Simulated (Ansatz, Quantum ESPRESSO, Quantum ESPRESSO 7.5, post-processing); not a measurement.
## Screening and band shifts of 1T-PbF2, 1 layer

Aim: how 1T-PbF2, 1 layer screens a field along its normal, and what the field does to its bands.

Calculated with Quantum ESPRESSO 7.5; plane-wave DFT, vdW-DF-cx, GBRV ultrasoft pseudopotentials made under PBE (geometry and cross-check by Ansatz 0.2.0 with PAW datasets; geometry under PBE).

This is a report of a sequence of runs, with most program output left out.

## (1) Set-up

The cell holds 3 atoms: 2 F and 1 Pb. Cell: a = 2.749 Å, b = 2.749 Å, c = 19.357 Å, α = 90.0°, β = 90.0°, γ = 120.0°. It derives from PbF2. Vacuum lies along c.

This sheet is a model structure: its symmetry is held, and its stability is not tested here.

## (2) Geometry from Ansatz

A relaxation in Ansatz fixes the structure of this slab for the runs on it.

input.yaml reads:

```yaml
crystal:
  lattice:
    - [2.749142, 0.0, 0.0]
    - [-1.374571, 2.3808268106, 0.0]
    - [0.0, 0.0, 19.3573446259]
  atoms:
    - { symbol: F, position: [0.6666666667, 0.3333333333, 0.4391098141] }
    - { symbol: Pb, position: [0.0, 0.0, 0.5] }
    - { symbol: F, position: [0.3333333333, 0.6666666667, 0.5608901859] }
kpoints:
  mp_grid: { grid: [12, 12, 1] }
hamiltonian:
  xc: pbe
scf:
  occupations: { method: fermi_dirac, width: 0.05 }
  convergence: { dr2_threshold: 1.0e-08 }
efield:
  axis: 3
  dipole_correction: true
  ramp_position: 0.97
  ramp_width: 0.04
relax:
  f_tol: 0.01
  cell: { fix: [c, alpha, beta] }
output:
  write_potential: true
  write_density: true
  volumetric_format: npy
```

Started as:

```
$ ansatz run input.yaml --threads 4 --pin off --max-ram 8192MiB --backend cpu --events-out ev --progress --plain --runs-dir out
```

Elapsed: 67 s, on 4 threads of Arm Neoverse N1, shared host; peak memory 0.62 GiB.

Relaxation path (22 of 24):

| step | energy less that of the first step (eV) | largest force component (eV/Å) | pressure (GPa) | volume (Å³) |
| --- | --- | --- | --- | --- |
| 1 | 0.0000 | 15.2458 | 51.04 | 126.70 |
| 2 | -5.9946 | 6.9656 | 26.71 | 133.82 |
| 3 | -8.6386 | 2.8986 | 13.18 | 146.77 |
| 4 | -9.7268 | 1.1152 | 6.02 | 160.34 |
| 5 | -10.1404 | 0.2846 | 1.13 | 174.89 |
| 6 | -10.1672 | 0.0411 | -0.61 | 180.51 |
| 8 | -10.1683 | 0.0003 | -0.54 | 179.82 |
| 9* | -10.8522 | 0.0270 | 3.68 | 179.82 |
| 10 | -11.2818 | 0.0167 | 2.67 | 195.23 |
| 11 | -11.5620 | 0.1380 | 1.27 | 211.02 |
| 12 | -11.6839 | 0.1385 | -0.01 | 227.26 |
| 13 | -11.6866 | 0.0662 | -0.33 | 232.59 |
| 14 | -11.6884 | 0.0679 | 0.03 | 231.31 |
| 15 | -11.6886 | 0.0011 | -0.15 | 231.93 |
| 16* | -11.9518 | 0.0126 | 1.16 | 231.93 |
| 17 | -12.0242 | 0.0061 | 0.83 | 240.58 |
| 19 | -12.0770 | 0.0094 | -0.09 | 263.04 |
| 20 | -12.0795 | 0.0025 | -0.01 | 261.64 |
| 21* | -12.1263 | 0.0005 | 0.14 | 261.64 |
| 22 | -12.1271 | 0.0013 | 0.04 | 264.86 |
| 23 | -12.1266 | 0.0008 | 0.00 | 266.13 |
| 24* | -12.1294 | 0.0011 | 0.01 | 266.13 |

Relaxation steps marked * repeat the geometry before them on a plane-wave basis chosen anew for their cell, so energy and pressure can jump there. Other such steps can lie between the rows shown. Relaxation step 14 was tried and not accepted.

| cell as run | before | after | change |
| --- | --- | --- | --- |
| a (Å) | 2.749 | 3.984 | +44.9 % |
| b (Å) | 2.749 | 3.984 | +44.9 % |

The atoms that moved most (Å, along periodic axes as changes of fractional coordinates times the final cell, across vacuum about the mean position):

| atom | dx | dy | dz | length |
| --- | --- | --- | --- | --- |
| F1 | 0.000 | 0.000 | 0.183 | 0.183 |
| F3 | 0.000 | 0.000 | -0.182 | 0.182 |

The relaxed structure:

```xyz
3
Lattice="3.9843 0.0000 0.0000 -1.9922 3.4505 0.0000 0.0000 0.0000 19.3573" Properties=species:S:1:pos:R:3
F     1.9922    1.1502    8.6825
Pb    0.0000    0.0000    9.6787
F     0.0000    2.3004   10.6749
```

Read from the output:

- free energy: -13524.2974 eV
- Fermi energy: -2.820 eV
- gap by band count: 3.462 eV
- symmetry operations: 6
- dipole along the normal: -1.47e-5 e·Å
- vacuum level at the upper face over a Fermi level inside the gap: 5.214 eV
- vacuum level at the lower face over a Fermi level inside the gap: 5.214 eV

## (3) Ground state: no field

The zero-field run is the reference. tefield and dipfield are on already, so that all runs share k-points and boundary.

Level of this step: plane-wave DFT, vdW-DF-cx, GBRV ultrasoft pseudopotentials made under PBE (Quantum ESPRESSO 7.5). input_dft overrides the functional of the files.

f0.in reads:

```
&control
  prefix = 'f0'
  outdir = './out'
  pseudo_dir = './pseudo'
  calculation = 'scf'
  tprnfor = .true.
  tefield = .true.
  dipfield = .true.
/
&system
  ibrav = 0
  nat = 3
  ntyp = 2
  ecutwfc = 40
  ecutrho = 200
  input_dft = 'vdw-df-cx'
  occupations = 'smearing'
  smearing = 'fd'
  degauss = 0.004
  edir = 3
  emaxpos = 0.97
  eopreg = 0.04
  eamp = 0.0
/
&electrons
  conv_thr = 1e-09
  mixing_beta = 0.4
  electron_maxstep = 120
  mixing_mode = 'plain'
/
ATOMIC_SPECIES
  F   18.9984  f_pbe_v1.4.uspp.F.UPF
  Pb  207.2000  pb_pbe_v1.uspp.F.UPF
CELL_PARAMETERS angstrom
  3.98434060467257 0.00000000000000 -0.00000000000000
  -1.99217030233629 3.45054018097630 -0.00000000000000
  -0.00000000000000 -0.00000000000000 19.35734462590000
ATOMIC_POSITIONS crystal
  F   0.666666666667 0.333333333333 0.448537859231
  Pb  -0.000000000000 -0.000000000000 0.499999372046
  F   0.333333333333 0.666666666667 0.551462768723
K_POINTS automatic
  12 12 1 0 0 0
```

Started as:

```
$ OMP_NUM_THREADS=1 mpirun -n 4 pw.x -nk 4 -in f0.in > f0.out
```

It took 2.1 min on 4 MPI ranks; peak memory 1.1 GiB.

Numbers from this step:

- free energy: -3551.7675 eV
- Fermi energy: -2.387 eV
- dipole along the normal: 0 e·Å
- valence top, on the run's zero: -4.686 eV
- conduction bottom, on the run's zero: -1.224 eV

The program's own clock; routines nest. Time by routine:

| routine | wall time (s) | calls |
| --- | --- | --- |
| PWSCF | 122.6 | 1 |
| electrons | 87.61 | 1 |
| c_bands | 63.12 | 12 |
| cegterg | 56.01 | 228 |
| h_psi | 45.09 | 1210 |
| fftw | 43.08 | 26370 |
| v_of_rho | 41.9 | 13 |
| vloc_psi | 40.48 | 1210 |
| init_run | 33.23 | 1 |
| potinit | 30.86 | 1 |
| vdW_kernel | 29.83 | 1 |
| sum_band | 11.31 | 12 |
| fft | 4.8 | 878 |
| calbec | 3.21 | 1514 |

The run needed 12 iterations to bring the estimated error under 1e-09 Ry; the largest force on any atom, held or free, is 0.10 eV/Å.

## (4) Electrostatic potential

plot_num = 11 writes the bare and Hartree potential. It leaves out exchange and correlation, which fade slowly, so it flattens close to the surface.

f0.pot.in reads:

```
&inputpp
  prefix = 'f0'
  outdir = './out'
  filplot = 'f0.pot.dat'
  plot_num = 11
/
```

Started as:

```
$ OMP_NUM_THREADS=1 mpirun -n 4 pp.x -in f0.pot.in > f0.pot.out
```

Wall time 32 s (4 MPI ranks); peak memory 0.2 GiB; 2.1 min of CPU time.

Numbers from this step:

```
slope of the potential above                                          : 4.58e-6 eV/Å
upper vacuum line continued to the top atoms, over the valence top    : 7.116 eV
slope of the potential below                                          : -7.08e-6 eV/Å
lower vacuum line continued to the bottom atoms, over the valence top : 7.116 eV
vacuum level at the upper face over the valence top of the mesh       : 7.116 eV
vacuum level at the lower face over the valence top of the mesh       : 7.116 eV
```

The vacuum is flat to 0.1 meV/Å, so its level is well defined. Inside the slab the curve depends on the local part of the pseudopotentials; only the vacuum level has a meaning of its own.

## (5) Band structure: no field

The density is frozen and the levels are solved along a path.

f0.bands.in, as its differences from the input of step 3:

```diff
@@ -1,7 +1,6 @@
 &control
-  prefix = 'f0'
+  prefix = 'f0.bands'
   outdir = './out'
   pseudo_dir = './pseudo'
-  calculation = 'scf'
-  tprnfor = .true.
+  calculation = 'bands'
   tefield = .true.
@@ -23,8 +22,9 @@
   eamp = 0.0
+  nbnd = 20
 /
 &electrons
-  conv_thr = 1e-09
+  conv_thr = 1e-07
   mixing_beta = 0.4
   electron_maxstep = 120
-  mixing_mode = 'plain'
+  mixing_mode = 'local-TF'
 /
@@ -41,3 +41,7 @@
   F   0.333333333333 0.666666666667 0.551462768723
-K_POINTS automatic
-  12 12 1 0 0 0
+K_POINTS crystal_b
+4
+  0.0000000000 0.0000000000 0.0000000000 14
+  0.5000000000 0.0000000000 0.0000000000 14
+  0.3333333333 0.3333333333 0.0000000000 14
+  0.0000000000 0.0000000000 0.0000000000 1
```

Started as:

```
$ cp -r out/f0.save out/f0.bands.save
$ cp out/f0.xml out/f0.bands.xml
$ OMP_NUM_THREADS=1 mpirun -n 4 pw.x -nk 4 -in f0.bands.in > f0.bands.out
```

The job ended after 86 s (4 MPI ranks; peak memory 0.62 GiB).

Band numbers count within the set of bands kept for display. Electronic bands along the path, in eV, zero at the highest filled level of the SCF mesh; v1 is the highest filled band, c1 the lowest empty one:

| point | v4 | v3 | v2 | v1 | c1 | c2 | c3 | c4 |
| --- | --- | --- | --- | --- | --- | --- | --- | --- |
| Γ | -2.11 | -2.11 | -1.78 | -1.35 | 3.46 | 5.91 | 6.36 | 6.62 |
| halfway | -2.01 | -1.89 | -1.67 | -0.73 | 4.17 | 5.75 | 6.83 | 7.11 |
| M | -1.93 | -1.81 | -1.69 | -0.16 | 4.51 | 5.69 | 7.96 | 8.58 |
| halfway | -2.21 | -1.71 | -1.65 | -0.08 | 4.93 | 5.73 | 7.25 | 8.86 |
| K | -2.44 | -1.64 | -1.64 | 0.00 | 5.44 | 6.17 | 6.17 | 9.63 |
| halfway | -2.11 | -1.83 | -1.66 | -0.58 | 4.41 | 5.64 | 7.07 | 7.36 |
| Γ | -2.11 | -2.11 | -1.78 | -1.35 | 3.46 | 5.91 | 6.36 | 6.62 |

Along this path the valence top lies at K and the conduction bottom at Γ.

## (6) SCF with pw.x: field 0.1 V/Å

eamp is the field in Hartree atomic units (1 a.u. = 51.42 V/Å). With dipfield on, it is the field in the vacuum beside an isolated sheet. The run starts from the density of the one before.

f1.in, as its differences from the input of step 3:

```diff
@@ -1,3 +1,3 @@
 &control
-  prefix = 'f0'
+  prefix = 'f1'
   outdir = './out'
@@ -22,3 +22,3 @@
   eopreg = 0.04
-  eamp = 0.0
+  eamp = 0.00194469
 /
@@ -29,2 +29,3 @@
   mixing_mode = 'plain'
+  startingpot = 'file'
 /
```

Started as:

```
$ cp -r out/f0.save out/f1.save
$ OMP_NUM_THREADS=1 mpirun -n 4 pw.x -nk 4 -in f1.in > f1.out
```

It took 1.9 min on 4 MPI ranks; peak memory 0.92 GiB; 7.4 min of CPU time.

Read from the output:

- free energy: -3551.7685 eV
- Fermi energy: -2.504 eV
- dipole along the normal: 0.01930 e·Å
- valence top, on the run's zero: -4.669 eV
- conduction bottom, on the run's zero: -1.209 eV
- gap by band count: 3.460 eV

The dipole goes from -0.0000 to 0.0193 e Å, 0.1930 e Å per V/Å.

## (7) Electrostatic potential

f1.pot.in reads:

```
&inputpp
  prefix = 'f1'
  outdir = './out'
  filplot = 'f1.pot.dat'
  plot_num = 11
/
```

Started as:

```
$ OMP_NUM_THREADS=1 mpirun -n 4 pp.x -in f1.pot.in > f1.pot.out
```

The job ended after 31 s (4 MPI ranks; peak memory 0.2 GiB; 2.1 min of CPU time).

Numbers from this step:

```
slope of the potential above                                          : 0.1000 eV/Å
upper vacuum line continued to the top atoms, over the valence top    : 7.089 eV
slope of the potential below                                          : 0.09999 eV/Å
lower vacuum line continued to the bottom atoms, over the valence top : 7.144 eV
```

The slope in the vacuum is 0.100 eV/Å for an applied 0.10 V/Å, as it should be.

## (8) Ground state: field 0.2 V/Å

f2.in, as its differences from the input of step 6:

```diff
@@ -1,3 +1,3 @@
 &control
-  prefix = 'f1'
+  prefix = 'f2'
   outdir = './out'
@@ -22,3 +22,3 @@
   eopreg = 0.04
-  eamp = 0.00194469
+  eamp = 0.00388938
 /
```

Started as:

```
$ cp -r out/f0.save out/f2.save
$ OMP_NUM_THREADS=1 mpirun -n 4 pw.x -nk 4 -in f2.in > f2.out
```

The job ended after 1.9 min (4 MPI ranks; peak memory 1.2 GiB).

Read from the output:

- free energy: -3551.7714 eV
- Fermi energy: -2.666 eV
- dipole along the normal: 0.03858 e·Å
- valence top, on the run's zero: -4.653 eV
- conduction bottom, on the run's zero: -1.198 eV
- gap by band count: 3.455 eV

The dipole goes from -0.0000 to 0.0386 e Å, 0.1929 e Å per V/Å.

## (9) Electrostatic potential

f2.pot.in reads:

```
&inputpp
  prefix = 'f2'
  outdir = './out'
  filplot = 'f2.pot.dat'
  plot_num = 11
/
```

Started as:

```
$ OMP_NUM_THREADS=1 mpirun -n 4 pp.x -in f2.pot.in > f2.pot.out
```

Run time: 31 s. Hardware: 4 MPI ranks; peak memory 0.2 GiB; 2.1 min of CPU time.

Read from the output:

| Quantity | Value |
| --- | --- |
| slope of the potential above | 0.2000 eV/Å |
| upper vacuum line continued to the top atoms, over the valence top | 7.063 eV |
| slope of the potential below | 0.2000 eV/Å |
| lower vacuum line continued to the bottom atoms, over the valence top | 7.172 eV |

The slope in the vacuum is 0.200 eV/Å for an applied 0.20 V/Å, as it should be.

## (10) Band structure: field 0.2 V/Å

f2.bands.in, as its differences from the input of step 5:

```diff
@@ -1,3 +1,3 @@
 &control
-  prefix = 'f0.bands'
+  prefix = 'f2.bands'
   outdir = './out'
@@ -21,3 +21,3 @@
   eopreg = 0.04
-  eamp = 0.0
+  eamp = 0.00388938
   nbnd = 20
```

Started as:

```
$ cp -r out/f2.save out/f2.bands.save
$ cp out/f2.xml out/f2.bands.xml
$ OMP_NUM_THREADS=1 mpirun -n 4 pw.x -nk 4 -in f2.bands.in > f2.bands.out
```

The job ended after 85 s (4 MPI ranks; peak memory 0.36 GiB).

Band numbers count within the set of bands kept for display. The electronic bands at the labelled points (eV, zero at the highest filled level of the SCF mesh; v1 is the highest filled band, c1 the lowest empty one):

| point | v4 | v3 | v2 | v1 | c1 | c2 | c3 | c4 |
| --- | --- | --- | --- | --- | --- | --- | --- | --- |
| Γ | -2.10 | -2.10 | -1.78 | -1.34 | 3.45 | 5.28 | 6.18 | 6.76 |
| halfway | -2.01 | -1.89 | -1.67 | -0.73 | 4.17 | 5.72 | 6.15 | 7.08 |
| M | -1.94 | -1.81 | -1.68 | -0.16 | 4.51 | 5.68 | 7.96 | 8.28 |
| halfway | -2.22 | -1.72 | -1.64 | -0.08 | 4.93 | 5.73 | 7.24 | 8.54 |
| K | -2.44 | -1.67 | -1.61 | 0.00 | 5.44 | 6.17 | 6.17 | 9.22 |
| halfway | -2.11 | -1.84 | -1.65 | -0.58 | 4.40 | 5.63 | 6.38 | 7.31 |
| Γ | -2.10 | -2.10 | -1.78 | -1.34 | 3.45 | 5.28 | 6.18 | 6.76 |

Upper empty bands that drop with the field can be states of the vacuum, held by the sawtooth; they depend on the cell's width.

Along this path the valence top lies at K and the conduction bottom at Γ.

## (11) SCF with pw.x: field 0.4 V/Å

f3.in, as its differences from the input of step 8:

```diff
@@ -1,3 +1,3 @@
 &control
-  prefix = 'f2'
+  prefix = 'f3'
   outdir = './out'
@@ -22,3 +22,3 @@
   eopreg = 0.04
-  eamp = 0.00388938
+  eamp = 0.00777876
 /
```

Started as:

```
$ cp -r out/f0.save out/f3.save
$ OMP_NUM_THREADS=1 mpirun -n 4 pw.x -nk 4 -in f3.in > f3.out
```

Elapsed: 1.9 min, on 4 MPI ranks; peak memory 1.1 GiB; 7.5 min of CPU time.

Numbers from this step:

* free energy: -3551.7830 eV
* Fermi energy: -3.215 eV
* dipole along the normal: 0.07724 e·Å
* valence top, on the run's zero: -4.622 eV
* conduction bottom, on the run's zero: -1.193 eV
* gap by band count: 3.429 eV

The dipole goes from -0.0000 to 0.0772 e Å, 0.1931 e Å per V/Å.

## (12) Potential by pp.x

f3.pot.in reads:

```
&inputpp
  prefix = 'f3'
  outdir = './out'
  filplot = 'f3.pot.dat'
  plot_num = 11
/
```

Started as:

```
$ OMP_NUM_THREADS=1 mpirun -n 4 pp.x -in f3.pot.in > f3.pot.out
```

Wall time 31 s (4 MPI ranks); peak memory 0.2 GiB; 2.1 min of CPU time.

Numbers from this step:

- slope of the potential above: 0.4000 eV/Å
- upper vacuum line continued to the top atoms, over the valence top: 7.011 eV
- slope of the potential below: 0.4000 eV/Å
- lower vacuum line continued to the bottom atoms, over the valence top: 7.231 eV

The slope in the vacuum is 0.400 eV/Å for an applied 0.40 V/Å, as it should be.

Each curve counts from the valence top of its own run.

The runs together. Table of potential energy by z:

| z (Å) | potential at 0 V/Å (eV) | potential at 0.1 V/Å (eV) | potential at 0.2 V/Å (eV) | potential at 0.4 V/Å (eV) |
| --- | --- | --- | --- | --- |
| 0 | 7.12 | 6.70 | 6.28 | 5.44 |
| 1 | 7.12 | 6.38 | 5.64 | 4.16 |
| 2 | 7.12 | 6.48 | 5.84 | 4.56 |
| 3 | 7.12 | 6.58 | 6.04 | 4.96 |
| 4 | 7.12 | 6.68 | 6.24 | 5.36 |
| 5 | 7.12 | 6.78 | 6.44 | 5.76 |
| 6 | 7.11 | 6.87 | 6.63 | 6.16 |
| 7 | 7.07 | 6.93 | 6.79 | 6.51 |
| 8 | 5.81 | 5.75 | 5.70 | 5.58 |
| 9 | -4.54 | -4.55 | -4.56 | -4.58 |
| 10 | -7.49 | -7.49 | -7.48 | -7.47 |
| 11 | 2.17 | 2.20 | 2.24 | 2.31 |
| 12 | 6.98 | 7.09 | 7.20 | 7.42 |
| 13 | 7.11 | 7.32 | 7.52 | 7.94 |
| 14 | 7.12 | 7.42 | 7.73 | 8.34 |
| 15 | 7.12 | 7.52 | 7.93 | 8.74 |
| 16 | 7.12 | 7.62 | 8.13 | 9.14 |
| 17 | 7.12 | 7.72 | 8.33 | 9.54 |
| 18 | 7.12 | 7.82 | 8.53 | 9.94 |
| 19 | 7.12 | 7.44 | 7.76 | 8.40 |

## (13) Band structure: field 0.4 V/Å

f3.bands.in, as its differences from the input of step 10:

```diff
@@ -1,3 +1,3 @@
 &control
-  prefix = 'f2.bands'
+  prefix = 'f3.bands'
   outdir = './out'
@@ -21,3 +21,3 @@
   eopreg = 0.04
-  eamp = 0.00388938
+  eamp = 0.00777876
   nbnd = 20
```

Started as:

```
$ cp -r out/f3.save out/f3.bands.save
$ cp out/f3.xml out/f3.bands.xml
$ OMP_NUM_THREADS=1 mpirun -n 4 pw.x -nk 4 -in f3.bands.in > f3.bands.out
```

It took 93 s on 4 MPI ranks; peak memory 0.36 GiB; 6.2 min of CPU time.

Band numbers count within the set of bands kept for display. Electronic bands along the path, in eV, zero at the highest filled level of the SCF mesh; v1 is the highest filled band, c1 the lowest empty one:

| point | v4 | v3 | v2 | v1 | c1 | c2 | c3 | c4 |
| --- | --- | --- | --- | --- | --- | --- | --- | --- |
| Γ | -2.07 | -2.07 | -1.81 | -1.32 | 3.43 | 4.29 | 5.56 | 7.02 |
| halfway | -2.02 | -1.88 | -1.67 | -0.73 | 4.14 | 5.07 | 5.74 | 6.49 |
| M | -1.97 | -1.81 | -1.66 | -0.16 | 4.50 | 5.67 | 7.41 | 7.42 |
| halfway | -2.22 | -1.74 | -1.61 | -0.08 | 4.92 | 5.72 | 7.24 | 7.67 |
| K | -2.45 | -1.70 | -1.58 | 0.00 | 5.43 | 6.16 | 6.17 | 8.44 |
| halfway | -2.11 | -1.84 | -1.64 | -0.58 | 4.38 | 5.32 | 5.66 | 6.69 |
| Γ | -2.07 | -2.07 | -1.81 | -1.32 | 3.43 | 4.29 | 5.56 | 7.02 |

Upper empty bands that drop with the field can be states of the vacuum, held by the sawtooth; they depend on the cell's width.

Along this path the valence top lies at K and the conduction bottom at Γ.

## (14) Density by pp.x

plot_num = 0 writes the valence density.

f0.rho.in reads:

```
&inputpp
  prefix = 'f0'
  outdir = './out'
  filplot = 'f0.rho.dat'
  plot_num = 0
/
```

Started as:

```
$ OMP_NUM_THREADS=1 mpirun -n 4 pp.x -in f0.rho.in > f0.rho.out
```

The job ended after 31 s (4 MPI ranks; peak memory 0.2 GiB).

Read from the output:

```
electrons by integration : 28.00 e
```

The valence density, planar mean oscillates, so the rows of the table below give means over windows of 1 Å about each position, cut where the curve ends. Its maxima inside the range that stand out by 2 % of the span (Å: e/Å³): 8.7: 0.744, 9.5: 0.768, 9.9: 0.768, 10.6: 0.744. Its minima: 9.0: 0.648, 9.7: 0.743, 10.3: 0.648.

Mean over planes. The valence density, planar mean by z; means over each step:

| z (Å) | valence density, planar mean (e/Å³) |
| --- | --- |
| 5 | 6.3e-6 |
| 6 | 1.5e-4 |
| 7 | 0.00404 |
| 8 | 0.176 |
| 9 | 0.704 |
| 10 | 0.722 |
| 11 | 0.416 |
| 12 | 0.0148 |
| 13 | 4.7e-4 |
| 14 | 1.9e-5 |

Valence density in the ca plane at fractional y = 0.333, with atoms of F within 0.2 Å of it. It is the smooth field of the valence electrons, not physical close to the nuclei.

Values in units of 1e0 e/Å³, 6 rows by 16 columns, each cell a mean:
```
0.0 0.0 0.0 0.0 0.0 0.0 0.0 0.5 0.2 0.0 0.0 0.0 0.0 0.0 0.0 0.0
0.0 0.0 0.0 0.0 0.0 0.0 0.2 6.0 1.1 0.0 0.0 0.0 0.0 0.0 0.0 0.0
0.0 0.0 0.0 0.0 0.0 0.0 0.1 3.8 0.8 0.0 0.0 0.0 0.0 0.0 0.0 0.0
0.0 0.0 0.0 0.0 0.0 0.0 0.0 0.2 0.2 0.1 0.0 0.0 0.0 0.0 0.0 0.0
0.0 0.0 0.0 0.0 0.0 0.0 0.0 0.1 0.3 0.2 0.0 0.0 0.0 0.0 0.0 0.0
0.0 0.0 0.0 0.0 0.0 0.0 0.0 0.1 0.2 0.2 0.0 0.0 0.0 0.0 0.0 0.0
```
Columns run along c (16.0 Å, from fractional 0.06 to 0.89 of the cell), rows up along a (4.0 Å). Atoms in or near the plane, at fractional coordinates: F at (0.45, 0.67).

The density integrates to 28.000 electrons, as the 28 of the input ask.

## (15) Density by pp.x

f2.rho.in reads:

```
&inputpp
  prefix = 'f2'
  outdir = './out'
  filplot = 'f2.rho.dat'
  plot_num = 0
/
```

Started as:

```
$ OMP_NUM_THREADS=1 mpirun -n 4 pp.x -in f2.rho.in > f2.rho.out
```

The job ended after 31 s (4 MPI ranks; peak memory 0.2 GiB).

## (16) Charge moved by a field of 0.2 V/Å

Numbers from this step:

| Property | Result |
| --- | --- |
| largest charge moved across a plane | 9.52e-4 e/Å² |
| dipole step | -0.5080 eV |

The planar mean oscillates, so the rows of the table below give means over windows of 0.5 Å about each position, cut where the curve ends. Its maxima inside the range that stand out by 2 % of the span (Å: e/Å³): 8.07: 5.5e-4, 8.71: 7.2e-4, 10.97: -4.2e-4. Its minima: 8.39: 4.1e-4, 10.65: -7.2e-4, 11.29: -5.5e-4.

Planar mean against z; means over each step:

| z (Å) | planar mean (e/Å³) |
| --- | --- |
| 3.5 | 3.0e-8 |
| 4.0 | 1.0e-7 |
| 4.5 | 3.6e-7 |
| 5.0 | 1.2e-6 |
| 5.5 | 4.1e-6 |
| 6.0 | 1.3e-5 |
| 6.5 | 4.0e-5 |
| 7.0 | 1.1e-4 |
| 7.5 | 2.7e-4 |
| 8.0 | 5.0e-4 |
| 8.5 | 5.2e-4 |
| 9.0 | 4.1e-4 |
| 9.5 | 3.2e-5 |
| 10.0 | -8.5e-5 |
| 10.5 | -5.6e-4 |
| 11.0 | -4.9e-4 |
| 11.5 | -4.5e-4 |
| 12.0 | -2.1e-4 |
| 12.5 | -7.8e-5 |
| 13.0 | -2.7e-5 |
| 13.5 | -8.2e-6 |
| 14.0 | -2.4e-6 |
| 14.5 | -6.5e-7 |
| 15.0 | -1.8e-7 |
| 15.5 | -4.7e-8 |

Table of running integral, electrons below z by z:

| z (Å) | running integral, electrons below z (e/Å²) |
| --- | --- |
| 4 | 4.4e-8 |
| 5 | 5.3e-7 |
| 6 | 6.0e-6 |
| 7 | 5.6e-5 |
| 8 | 3.7e-4 |
| 9 | 9.0e-4 |
| 10 | 9.4e-4 |
| 11 | 4.9e-4 |
| 12 | 8.7e-5 |
| 13 | 9.2e-6 |
| 14 | 7.3e-7 |
| 15 | 5.3e-8 |

(Continued in part 2 of 2.)

[Logs are printed without paths, hosts, clocks, repeated set-up lines and the standing remarks that a program may print on its own settings, such as how far it seeks lower states.]

[Hosts, paths, dates, database ids (printed as entryN), source tags and the programs' standing remarks are cut or masked in the printed files.]

[Maps of the electrostatic potential energy from Ansatz leave out the sawtooth potential of an applied field or a dipole correction, so their vacuum need not be flat; planar profiles and work functions include it.]
